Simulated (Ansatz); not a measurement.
Reflectivity of TiB2 (P6/mmm) at normal incidence (Ansatz, PBE, independent particles, without spin-orbit coupling, line width 0.15 eV (Gaussian), carrier damping 0.1 eV):

```csv
E (eV),R (%)
1.00,64.9
1.25,62.4
1.50,60.2
1.75,58.3
2.00,56.8
2.25,55.1
2.50,52.0
2.75,49.3
3.00,47.4
3.25,46.4
3.50,45.7
3.75,45.3
4.00,43.5
4.25,41.0
4.50,42.0
4.75,36.7
5.00,32.5
```

Question: What colour would a polished face show in daylight?

Answer: Light grey: CIE x = 0.324, y = 0.340, luminous reflectivity 55 % under D65, from the mean over the axes.

[Logs are printed without paths, hosts, clocks, repeated set-up lines and the standing remarks that a program may print on its own settings, such as how far it seeks lower states.]
